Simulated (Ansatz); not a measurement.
# K on W(100): change of the work function

How does one ordered layer of K (hollow site) change the work function of W(100), and what dipole does each adsorbate carry?

Program: Ansatz 0.2.0. Level of theory: plane-wave DFT, PBE, Ansatz PAW. Values are calculated unless marked as measured.

## 1. The starting structure

The cell holds 5 atoms: 5 W. Cell: a = 3.160 Å, b = 3.160 Å, c = 24.320 Å, α = 90.0°, β = 90.0°, γ = 90.0°. Vacuum lies along c.

## 2. The clean slab

The bare slab comes first, as the zero from which every change is counted. The two lowest layers are held at bulk places and the upper ones relax. The dipole correction removes the false field that a one-sided slab makes across the periodic vacuum, so each face gets a flat vacuum level of its own.

input.yaml reads:

```yaml
crystal:
  lattice:
    - [3.16, 0.0, 0.0]
    - [0.0, 3.16, 0.0]
    - [0.0, 0.0, 24.32]
  atoms:
    - { symbol: W, position: [0.0, 0.0, 0.3700657895] }
    - { symbol: W, position: [0.5, 0.5, 0.4350328947] }
    - { symbol: W, position: [0.0, 0.0, 0.5] }
    - { symbol: W, position: [0.5, 0.5, 0.5649671053] }
    - { symbol: W, position: [0.0, 0.0, 0.6299342105] }
kpoints:
  mp_grid: { grid: [12, 12, 1] }
hamiltonian:
  xc: pbe
scf:
  occupations: { method: fermi_dirac, width: 0.1 }
  convergence: { dr2_threshold: 1.0e-08 }
efield:
  axis: 3
  dipole_correction: true
  ramp_position: 0.97
  ramp_width: 0.06
relax:
  f_tol: 0.02
  max_steps: 60
  constraints: [{ sites: [0, 1] }]
output:
  write_potential: true
  write_density: true
  volumetric_format: npy
```

On the command line:

```bash
$ ansatz run input.yaml --threads 4 --pin off --max-ram 6144MiB --backend cpu --events-out ev --progress --plain --runs-dir out
```

Output:

```text
Engine: ansatz 0.2.0, aarch64-unknown-linux-gnu
Pseudopotentials: kind: paw
Pseudopotential: W, paw, valence charge 14, recommended cutoff 420 eV (normal), W.paw.azcp
Functional definition: PBE
  parameter kappa = 0.804
  parameter beta = 0.066725
  exchange = pbe_x(kappa = kappa, mu = beta*pi^2/3)
  correlation = pbe_c(beta = beta)
Crystal: 5 atoms, lattice volume = 242.850 Å³
Basis set: ecut = 420 eV, 4785 PW (Γ), exchange–correlation on 48×48×360 points (8 copies of the dense FFT grid, shifted against one another)
Bands: 42, of which v1, the nominal top of the filled ones, is band 35 counted from 1 (34 counted from 0)
Symmetry: 8 space group operations
k-points: 28 of 144
Non-local potential: W, projectors of the file, l = 0: 3, l = 1: 2, l = 2: 2, l = 3: 1
PAW form: soft (Blöchl's): semilocal exchange-correlation on the pseudo side does not see the compensation charge
PAW one-centre angular grid: W, 590 points (default); XC on 64 Gauss nodes
Initial density: superposition of atomic densities (neutral atoms: chi_scale 0, normalization atom), corrected by the library's trained network
Initial wavefunctions: pseudopotential atomic-orbital guess
Functional: x = pbe(κ = 0.804, μ = 0.219515), c = pbe(β = 0.066725)
SCF iter   1: F=—  HF=-51918.951096 eV  |F-HF|=—  |Δ(HF+E_count)|=         —  Δρ=5.95e-3  dr2=2.55e-1  ethr=1.77e-3  p=0.000 e·Å  D=6.81e-15 V/Å  ΔV_dip=-0.00 eV  dr2_dipole=1.36e-7  V_vac-E_F(+/−)=4.35/4.35 eV  ⟨swp⟩=8.6  Hψ=5700  notcnv=0
efield: sawtooth ramp at fractional position 0.9700 (set: `efield.ramp_position`, or a place that a band, a saddle search or an elastic batch's reference lends), width 0.0600; the density the first Hamiltonian is built on has a dipole p = 0.000 e·Å; the dipole correction subtracts the counter field D = 6.81e-15 V/Å, which shifts the + side's vacuum level by -0.00 eV against the − side's; the planar-averaged density in the ramp window peaks in size at 1.3e-5 e/Å³
preconditioner: auto → LDOS  [metal: Δε(μ)=0.012 eV  Ē_g=4.218 eV  σ=0.100 eV  W_gap=0.03  n_scr=44 (ndim 8)  ℏωp=13.1 eV  f_vac=0.578  D(μ)=6.08/eV (n_scr^D=36)  β→1.0]
SCF iter   2: F=—  HF=-51918.934199 eV  |F-HF|=—  |Δ(HF+E_count)|=   1.69e-2  Δρ=4.40e-3  dr2=1.09e-1  ethr=3.64e-4  p=0.000 e·Å  D=4.17e-6 V/Å  ΔV_dip=-0.00 eV  dr2_dipole=3.08e-7  V_vac-E_F(+/−)=4.26/4.26 eV  ⟨swp⟩=2.3  Hψ=2028  notcnv=0
SCF iter   3: F=—  HF=-51918.923002 eV  |F-HF|=—  |Δ(HF+E_count)|=   1.12e-2  Δρ=1.09e-3  dr2=7.42e-3  ethr=1.56e-4  p=0.000 e·Å  D=2.29e-6 V/Å  ΔV_dip=-0.00 eV  dr2_dipole=1.82e-8  V_vac-E_F(+/−)=4.26/4.26 eV  ⟨swp⟩=2.0  Hψ=1782  notcnv=0
SCF iter   4: F=—  HF=-51918.923165 eV  |F-HF|=—  |Δ(HF+E_count)|=   1.63e-4  Δρ=3.17e-4  dr2=3.30e-4  ethr=1.06e-5  p=0.000 e·Å  D=1.72e-6 V/Å  ΔV_dip=-0.00 eV  dr2_dipole=1.10e-9  V_vac-E_F(+/−)=4.24/4.24 eV  ⟨swp⟩=2.3  Hψ=1596  notcnv=0
SCF iter   5: F=—  HF=-51918.923261 eV  |F-HF|=—  |Δ(HF+E_count)|=   9.64e-5  Δρ=1.24e-4  dr2=3.15e-5  ethr=4.72e-7  p=0.000 e·Å  D=1.00e-6 V/Å  ΔV_dip=-0.00 eV  dr2_dipole=1.38e-10  V_vac-E_F(+/−)=4.23/4.23 eV  ⟨swp⟩=3.1  Hψ=2006  notcnv=0
SCF iter   6: F=—  HF=-51918.923293 eV  |F-HF|=—  |Δ(HF+E_count)|=   3.16e-5  Δρ=4.17e-5  dr2=4.78e-6  ethr=4.50e-8  p=0.000 e·Å  D=1.96e-7 V/Å  ΔV_dip=-0.00 eV  dr2_dipole=5.97e-16  V_vac-E_F(+/−)=4.23/4.23 eV  ⟨swp⟩=2.6  Hψ=2033  notcnv=0
SCF iter   7: F=—  HF=-51918.923579 eV  |F-HF|=—  |Δ(HF+E_count)|=   2.87e-4  Δρ=1.09e-5  dr2=2.41e-7  ethr=6.83e-9  p=0.000 e·Å  D=5.72e-8 V/Å  ΔV_dip=-0.00 eV  dr2_dipole=9.73e-12  V_vac-E_F(+/−)=4.23/4.23 eV  ⟨swp⟩=3.0  Hψ=2273  notcnv=0
SCF iter   8: F=—  HF=-51918.923580 eV  |F-HF|=—  |Δ(HF+E_count)|=   8.23e-7  Δρ=2.94e-6  dr2=3.54e-8  ethr=3.44e-10  p=-0.000 e·Å  D=-2.19e-9 V/Å  ΔV_dip=0.00 eV  dr2_dipole=1.09e-13  V_vac-E_F(+/−)=4.23/4.23 eV  ⟨swp⟩=3.1  Hψ=2343  notcnv=0
SCF iter   9: F=-51918.923580 eV  HF=-51918.923580 eV  |F-HF|=8.37e-9  |Δ(HF+E_count)|=   5.98e-8  Δρ=8.67e-7  dr2=5.35e-9  ethr=1.43e-11  p=-0.000 e·Å  D=-1.94e-8 V/Å  ΔV_dip=0.00 eV  dr2_dipole=1.47e-12  V_vac-E_F(+/−)=4.23/4.23 eV  ⟨swp⟩=11.4  Hψ=8999  notcnv=0
SCF 1 converged in 9 iterations: F = -51918.923580 eV  dr2 = 5.35e-9
  greatest PAW one-centre occupation: 1.000 electrons in one spin orbital (limit 2), on the W atom at site 0 (counted from 0), in its partial waves of l = 0
relax step   1: F+E_penalty+E_count = -51918.92358024 eV  Δ(F+E_penalty+E_count) = +0.000e0 eV  max|allowed force component| = 1.592e0 eV/Å  Δτ_max = 0.0000 Å  (9 SCF iters, accepted)
Initial density: handed on by an earlier stage of this run
Initial wavefunctions: those handed on with the density
SCF iter   1: F=—  HF=-51918.860680 eV  |F-HF|=—  |Δ(HF+E_count)|=         —  Δρ=1.54e-2  dr2=6.16e0  ethr=3.10e-3  p=-0.000 e·Å  D=-1.58e-7 V/Å  ΔV_dip=0.00 eV  dr2_dipole=1.87e0  V_vac-E_F(+/−)=4.30/4.30 eV  ⟨swp⟩=6.5  Hψ=3751  notcnv=0
efield: sawtooth ramp at fractional position 0.9700 (set: `efield.ramp_position`, or a place that a band, a saddle search or an elastic batch's reference lends), width 0.0600; the density the first Hamiltonian is built on has a dipole p = -0.000 e·Å; the dipole correction subtracts the counter field D = -1.58e-7 V/Å, which shifts the + side's vacuum level by +0.00 eV against the − side's; the planar-averaged density in the ramp window peaks in size at 1.5e-6 e/Å³
preconditioner: auto → LDOS  [metal: Δε(μ)=0.006 eV  Ē_g=4.379 eV  σ=0.100 eV  W_gap=0.01  n_scr=44 (ndim 8)  ℏωp=13.1 eV  f_vac=0.587  D(μ)=5.24/eV (n_scr^D=14)  β→1.0]
SCF iter   2: F=—  HF=-51918.713984 eV  |F-HF|=—  |Δ(HF+E_count)|=   1.47e-1  Δρ=5.16e-3  dr2=4.47e-1  ethr=3.10e-3  p=0.010 e·Å  D=7.11e-3 V/Å  ΔV_dip=-0.17 eV  dr2_dipole=4.53e-2  V_vac-E_F(+/−)=4.02/4.20 eV  ⟨swp⟩=2.5  Hψ=1825  notcnv=0
SCF iter   3: F=—  HF=-51918.691290 eV  |F-HF|=—  |Δ(HF+E_count)|=   2.27e-2  Δρ=2.17e-3  dr2=7.74e-2  ethr=6.38e-4  p=0.001 e·Å  D=9.34e-4 V/Å  ΔV_dip=-0.02 eV  dr2_dipole=4.37e-3  V_vac-E_F(+/−)=4.21/4.23 eV  ⟨swp⟩=2.5  Hψ=1825  notcnv=0
SCF iter   4: F=—  HF=-51918.684666 eV  |F-HF|=—  |Δ(HF+E_count)|=   6.62e-3  Δρ=4.62e-4  dr2=2.96e-3  ethr=1.11e-4  p=0.004 e·Å  D=2.87e-3 V/Å  ΔV_dip=-0.07 eV  dr2_dipole=7.96e-4  V_vac-E_F(+/−)=4.16/4.23 eV  ⟨swp⟩=2.2  Hψ=1741  notcnv=0
SCF iter   5: F=—  HF=-51918.684365 eV  |F-HF|=—  |Δ(HF+E_count)|=   3.01e-4  Δρ=1.49e-4  dr2=1.60e-4  ethr=4.23e-6  p=0.004 e·Å  D=3.15e-3 V/Å  ΔV_dip=-0.08 eV  dr2_dipole=3.00e-6  V_vac-E_F(+/−)=4.15/4.23 eV  ⟨swp⟩=2.4  Hψ=1933  notcnv=0
[...]
SCF iter   5: F=—  HF=-51919.034440 eV  |F-HF|=—  |Δ(HF+E_count)|=   8.59e-5  Δρ=1.12e-4  dr2=5.69e-5  ethr=4.38e-7  p=0.007 e·Å  D=5.15e-3 V/Å  ΔV_dip=-0.13 eV  dr2_dipole=1.35e-6  V_vac-E_F(+/−)=4.13/4.25 eV  ⟨swp⟩=3.0  Hψ=2336  notcnv=0
SCF iter   6: F=—  HF=-51919.034438 eV  |F-HF|=—  |Δ(HF+E_count)|=   2.45e-6  Δρ=3.86e-5  dr2=9.60e-6  ethr=8.13e-8  p=0.007 e·Å  D=5.01e-3 V/Å  ΔV_dip=-0.12 eV  dr2_dipole=2.38e-6  V_vac-E_F(+/−)=4.13/4.25 eV  ⟨swp⟩=2.0  Hψ=1754  notcnv=0
SCF iter   7: F=—  HF=-51919.034732 eV  |F-HF|=—  |Δ(HF+E_count)|=   2.94e-4  Δρ=1.68e-5  dr2=1.14e-6  ethr=1.37e-8  p=0.006 e·Å  D=4.83e-3 V/Å  ΔV_dip=-0.12 eV  dr2_dipole=2.79e-7  V_vac-E_F(+/−)=4.13/4.25 eV  ⟨swp⟩=2.3  Hψ=1674  notcnv=0
SCF iter   8: F=—  HF=-51919.034732 eV  |F-HF|=—  |Δ(HF+E_count)|=   3.20e-7  Δρ=6.21e-6  dr2=1.03e-7  ethr=1.62e-9  p=0.006 e·Å  D=4.79e-3 V/Å  ΔV_dip=-0.12 eV  dr2_dipole=1.66e-10  V_vac-E_F(+/−)=4.13/4.25 eV  ⟨swp⟩=2.5  Hψ=1992  notcnv=0
SCF iter   9: F=—  HF=-51919.034733 eV  |F-HF|=—  |Δ(HF+E_count)|=   1.32e-7  Δρ=2.55e-6  dr2=3.68e-8  ethr=1.43e-11  p=0.006 e·Å  D=4.77e-3 V/Å  ΔV_dip=-0.12 eV  dr2_dipole=6.24e-10  V_vac-E_F(+/−)=4.13/4.25 eV  ⟨swp⟩=12.2  Hψ=9836  notcnv=0
SCF iter  10: F=-51919.034733 eV  HF=-51919.034733 eV  |F-HF|=8.15e-9  |Δ(HF+E_count)|=   8.21e-9  Δρ=7.82e-7  dr2=2.91e-9  ethr=1.43e-11  p=0.006 e·Å  D=4.77e-3 V/Å  ΔV_dip=-0.12 eV  dr2_dipole=2.47e-11  V_vac-E_F(+/−)=4.13/4.25 eV  ⟨swp⟩=9.2  Hψ=8766  notcnv=0
SCF 3 converged in 10 iterations: F = -51919.034733 eV  dr2 = 2.91e-9
relax step   3: F+E_penalty+E_count = -51919.03473260 eV  Δ(F+E_penalty+E_count) = -1.112e-1 eV  max|allowed force component| = 2.016e-1 eV/Å  Δτ_max = 0.0990 Å  (10 SCF iters, accepted)
SCF iter   1: F=—  HF=-51919.036582 eV  |F-HF|=—  |Δ(HF+E_count)|=         —  Δρ=7.31e-4  dr2=7.74e-3  ethr=3.62e-4  p=0.006 e·Å  D=4.77e-3 V/Å  ΔV_dip=-0.12 eV  dr2_dipole=1.41e-3  V_vac-E_F(+/−)=4.13/4.25 eV  ⟨swp⟩=1.9  Hψ=1723  notcnv=0
efield: sawtooth ramp at fractional position 0.9700 (set: `efield.ramp_position`, or a place that a band, a saddle search or an elastic batch's reference lends), width 0.0600; the density the first Hamiltonian is built on has a dipole p = 0.006 e·Å; the dipole correction subtracts the counter field D = 4.77e-3 V/Å, which shifts the + side's vacuum level by -0.12 eV against the − side's; the planar-averaged density in the ramp window peaks in size at 2.1e-6 e/Å³
preconditioner: auto → LDOS  [metal: Δε(μ)=0.017 eV  Ē_g=4.256 eV  σ=0.100 eV  W_gap=0.04  n_scr=44 (ndim 8)  ℏωp=13.1 eV  f_vac=0.581  D(μ)=6.09/eV (n_scr^D=36)  β→1.0]
SCF iter   2: F=—  HF=-51919.036463 eV  |F-HF|=—  |Δ(HF+E_count)|=   1.19e-4  Δρ=4.41e-4  dr2=2.28e-3  ethr=1.11e-5  p=0.006 e·Å  D=4.44e-3 V/Å  ΔV_dip=-0.11 eV  dr2_dipole=2.62e-5  V_vac-E_F(+/−)=4.14/4.25 eV  ⟨swp⟩=2.0  Hψ=1771  notcnv=0
SCF iter   3: F=—  HF=-51919.036284 eV  |F-HF|=—  |Δ(HF+E_count)|=   1.79e-4  Δρ=1.27e-4  dr2=1.73e-4  ethr=3.26e-6  p=0.006 e·Å  D=4.65e-3 V/Å  ΔV_dip=-0.11 eV  dr2_dipole=2.42e-8  V_vac-E_F(+/−)=4.14/4.25 eV  ⟨swp⟩=2.1  Hψ=1634  notcnv=0
SCF iter   4: F=—  HF=-51919.036259 eV  |F-HF|=—  |Δ(HF+E_count)|=   2.49e-5  Δρ=2.81e-5  dr2=2.75e-6  ethr=2.47e-7  p=0.006 e·Å  D=4.59e-3 V/Å  ΔV_dip=-0.11 eV  dr2_dipole=2.07e-8  V_vac-E_F(+/−)=4.14/4.25 eV  ⟨swp⟩=3.1  Hψ=1945  notcnv=0
SCF iter   5: F=—  HF=-51919.036537 eV  |F-HF|=—  |Δ(HF+E_count)|=   2.78e-4  Δρ=1.20e-5  dr2=5.50e-7  ethr=3.93e-9  p=0.006 e·Å  D=4.56e-3 V/Å  ΔV_dip=-0.11 eV  dr2_dipole=7.15e-9  V_vac-E_F(+/−)=4.14/4.25 eV  ⟨swp⟩=2.9  Hψ=2276  notcnv=0
SCF iter   6: F=—  HF=-51919.036538 eV  |F-HF|=—  |Δ(HF+E_count)|=   4.48e-7  Δρ=5.04e-6  dr2=1.34e-7  ethr=7.85e-10  p=0.006 e·Å  D=4.56e-3 V/Å  ΔV_dip=-0.11 eV  dr2_dipole=2.24e-9  V_vac-E_F(+/−)=4.14/4.25 eV  ⟨swp⟩=2.3  Hψ=1805  notcnv=0
SCF iter   7: F=—  HF=-51919.036538 eV  |F-HF|=—  |Δ(HF+E_count)|=   1.56e-7  Δρ=1.69e-6  dr2=1.86e-8  ethr=1.91e-10  p=0.006 e·Å  D=4.56e-3 V/Å  ΔV_dip=-0.11 eV  dr2_dipole=2.72e-10  V_vac-E_F(+/−)=4.14/4.25 eV  ⟨swp⟩=2.4  Hψ=1669  notcnv=0
SCF iter   8: F=-51919.036538 eV  HF=-51919.036538 eV  |F-HF|=9.17e-10  |Δ(HF+E_count)|=   2.06e-8  Δρ=2.85e-7  dr2=4.76e-10  ethr=1.43e-11  p=0.006 e·Å  D=4.56e-3 V/Å  ΔV_dip=-0.11 eV  dr2_dipole=4.89e-11  V_vac-E_F(+/−)=4.14/4.25 eV  ⟨swp⟩=11.2  Hψ=8810  notcnv=0
SCF 4 converged in 8 iterations: F = -51919.036538 eV  dr2 = 4.76e-10
relax step   4: F+E_penalty+E_count = -51919.03653794 eV  Δ(F+E_penalty+E_count) = -1.805e-3 eV  max|allowed force component| = 1.013e-2 eV/Å  Δτ_max = 0.0132 Å  (8 SCF iters, accepted)
NSCF: frozen V_eff on 28 k-points
the band table was solved once a step of the walk had ended and its energy, with any forces and stress, was formed, with the checks that follow a solve (5706 applications of the Hamiltonian). They found nothing against the state; the energy, forces and stress were not computed again (output.eigenvalues in the input reference)
WARN: The output density's exchange-correlation potential varies sharply where the density is thin. Do not read a vacuum level from v_tot or v_xc, or from such a field of the output density. On a cell that repeats whose density bears no net charge and no dipole along the vacuum's axis use v_es (v_loc + v_h of the components); under efield.dipole_correction with no amplitude use v_es + v_field, which holds any externa [...]
SCF converged after 8 iterations
Free energy (F): -51919.036538 eV
Harris-Foulkes:  -51919.036538 eV  (|F-HF|=9.17e-10)
Internal energy: -51918.841452 eV  (E = F + TS)
E sigma→0 (E₀):  -51918.938995 eV
Entropy (-TS):   -0.195086 eV (-39.017 meV/atom)
Fermi energy:    4.625999 eV
Dipole field:    D = 0.004553 V/Å  (p = 0.006111 e·Å, saw-weighted, corrected)
Work function:   Φ+ = 4.1402 eV   Φ− = 4.2509 eV
Levels:          The Fermi level and band energies are counted from a zero that moves with the ramp; work functions are not
--- Per-component energies (eV) ---
  E_band       = -1645.874117
  E_kinetic    = 2239.392053
  E_local      = -86026.431704  (includes V_loc(G=0)·N_el)
  E_nonlocal   = 8.030762
  E_hartree    = 41971.393780
  E_xc         = -1327.462600
  E_vxc        = -1184.410986  (∫ρ·V_xc dr)
  E_paw        = -42812.968297  (= ΣΔE_a)
  E_vpaw       = -625.239658  (= ΣTr[D̂ρ^β])
  E_aug_tail   = -0.000292  (compensation charges beyond the density's cutoff)
  E_efield     = 0.000014  (sawtooth field / dipole correction)
  E_vefield    = 0.001484  (∫n·V_field dr)
  E_ewald      = 34029.204834
  E_smearing   = -0.195086  (= −TS)
  E_closure    = -0.000000  (closes the sum)
  Σ components = -51919.036538   (vs F -51919.036538, Δ=0.00e0)
--- Forces (eV/Å), atoms counted from 1 ---
  atom   1  W      0.00000000    -0.00000000     1.17619827
  atom   2  W     -0.00000000     0.00000000    -1.16365842
  atom   3  W      0.00000000     0.00000000     0.00643896
  atom   4  W     -0.00000000     0.00000000    -0.00883341
  atom   5  W     -0.00000000     0.00000000    -0.01013391
  max |Σ_I F_I| component: 1.15e-5 eV/Å
--- Band table (eV; the first three rows and the last of 28) ---
  k-point 0: bands = [... 31 lower, 3.9668, 3.9668, 4.2629, 4.3964, 4.5526, 4.7209, 4.7256, 4.7256, ... 3 higher]
  k-point 1: bands = [... 31 lower, 3.9951, 4.0760, 4.0848, 4.3099, 4.4402, 4.6657, 5.2346, 5.2855, ... 3 higher]
  k-point 2: bands = [... 31 lower, 3.8308, 3.8974, 3.9275, 4.0569, 4.7980, 5.0730, 5.4757, 5.6383, ... 3 higher]
  k-point 27: bands = [... 31 lower, 3.6812, 3.6812, 6.3929, 6.3929, 6.4506, 6.5904, 7.0051, 7.0051, ... 3 higher]
--- Relaxed structure (4 steps of the walk, 3 accepted, 0 SCFs on fresh bases) ---
  F+E_penalty+E_count = -51919.03653794 eV   max|allowed force component| = 1.013e-2 eV/Å
  atoms:
    - { symbol: W, position: [0.0, 0.0, 0.3700657895] }
    - { symbol: W, position: [0.500000, 0.500000, 0.435033] }
    - { symbol: W, position: [0, 0, 0.499966] }
    - { symbol: W, position: [0.500000, 0.500000, 0.567590] }
    - { symbol: W, position: [-5.274927e-18, 0, 0.626407] }
```

The job ended after 30 s (4 threads of Arm Neoverse V1, shared host; peak memory 0.63 GiB; 1.8 min of CPU time).

The steps of the relaxation:

```
step  energy less that of the first step (eV)  largest force component (eV/Å)
   1                                   0.0000                          1.5923
   2                                   0.2389                          2.9711
   3                                  -0.1112                          0.2016
   4                                  -0.1130                          0.0101
```

Relaxation step 2 was tried and not accepted.

Forces are held to the 8 operations that the program found; a distortion that breaks them can't arise in this run.

The atoms that moved most (Å):

```
atom     dx     dy      dz  length
  W5  0.000  0.000  -0.086   0.086
  W4  0.000  0.000   0.064   0.064
```

The relaxed structure:

```cif
data_structure
_symmetry_space_group_name_H-M 'P 1'
_symmetry_Int_Tables_number 1
_cell_length_a 3.1600
_cell_length_b 3.1600
_cell_length_c 24.3200
_cell_angle_alpha 90.000
_cell_angle_beta 90.000
_cell_angle_gamma 90.000
_cell_volume 242.85
loop_
_atom_site_label
_atom_site_type_symbol
_atom_site_fract_x
_atom_site_fract_y
_atom_site_fract_z
_atom_site_occupancy
W1 W 0.00000 0.00000 0.37007 1
W2 W 0.50000 0.50000 0.43503 1
W3 W 0.00000 0.00000 0.49997 1
W4 W 0.50000 0.50000 0.56759 1
W5 W 0.00000 0.00000 0.62641 1
```

This step gave:

- energy at zero smearing: -51918.9390 eV
- work function, upper face: 4.140 eV
- work function, lower face: 4.251 eV
- dipole along the normal: 0.006111 e·Å
- step between the vacuum levels: -0.1107 eV

Running mean over 1.58 Å of the planar mean; the ramp of the sawtooth is left out. Electron's electrostatic potential energy less the Fermi level against z:

```
z (Å)  electron's electrostatic potential energy less the Fermi level (eV)
  3.0                                                                 4.25
  3.5                                                                 4.25
  4.0                                                                 4.25
  4.5                                                                 4.25
  5.0                                                                 4.24
  5.5                                                                 4.22
  6.0                                                                 4.16
  6.5                                                                 3.97
  7.0                                                                 3.41
  7.5                                                                 1.68
  8.0                                                                -2.58
  8.5                                                                -8.00
  9.0                                                                -11.3
  9.5                                                                -12.2
 10.0                                                                -12.4
 10.5                                                                -12.5
 11.0                                                                -12.6
 11.5                                                                -12.7
 12.0                                                                -12.6
 12.5                                                                -12.2
 13.0                                                                -12.0
 13.5                                                                -12.4
 14.0                                                                -13.4
 14.5                                                                -13.9
 15.0                                                                -13.0
 15.5                                                                -10.2
 16.0                                                                -5.21
 16.5                                                              -0.0115
 17.0                                                                 2.77
 17.5                                                                 3.68
 18.0                                                                 3.99
 18.5                                                                 4.09
 19.0                                                                 4.12
 19.5                                                                 4.13
 20.0                                                                 4.14
 20.5                                                                 4.14
 21.0                                                                 4.14
```

The relaxation took 4 steps and lowered the energy by 0.11 eV; the largest force on the free atoms ends at 0.010 eV/Å.

The work function of the upper face is 4.14 eV.

[end of part 1 of 3]

[Long decimals in the printed logs are rounded to 6 places.]

[Logs are printed without paths, hosts, clocks, repeated set-up lines and the standing remarks that a program may print on its own settings, such as how far it seeks lower states.]

[Hosts, paths, dates, database ids (printed as entryN), source tags and the programs' standing remarks are cut or masked in the printed files.]

[Maps of the electrostatic potential energy from Ansatz leave out the sawtooth potential of an applied field or a dipole correction, so their vacuum need not be flat; planar profiles and work functions include it.]
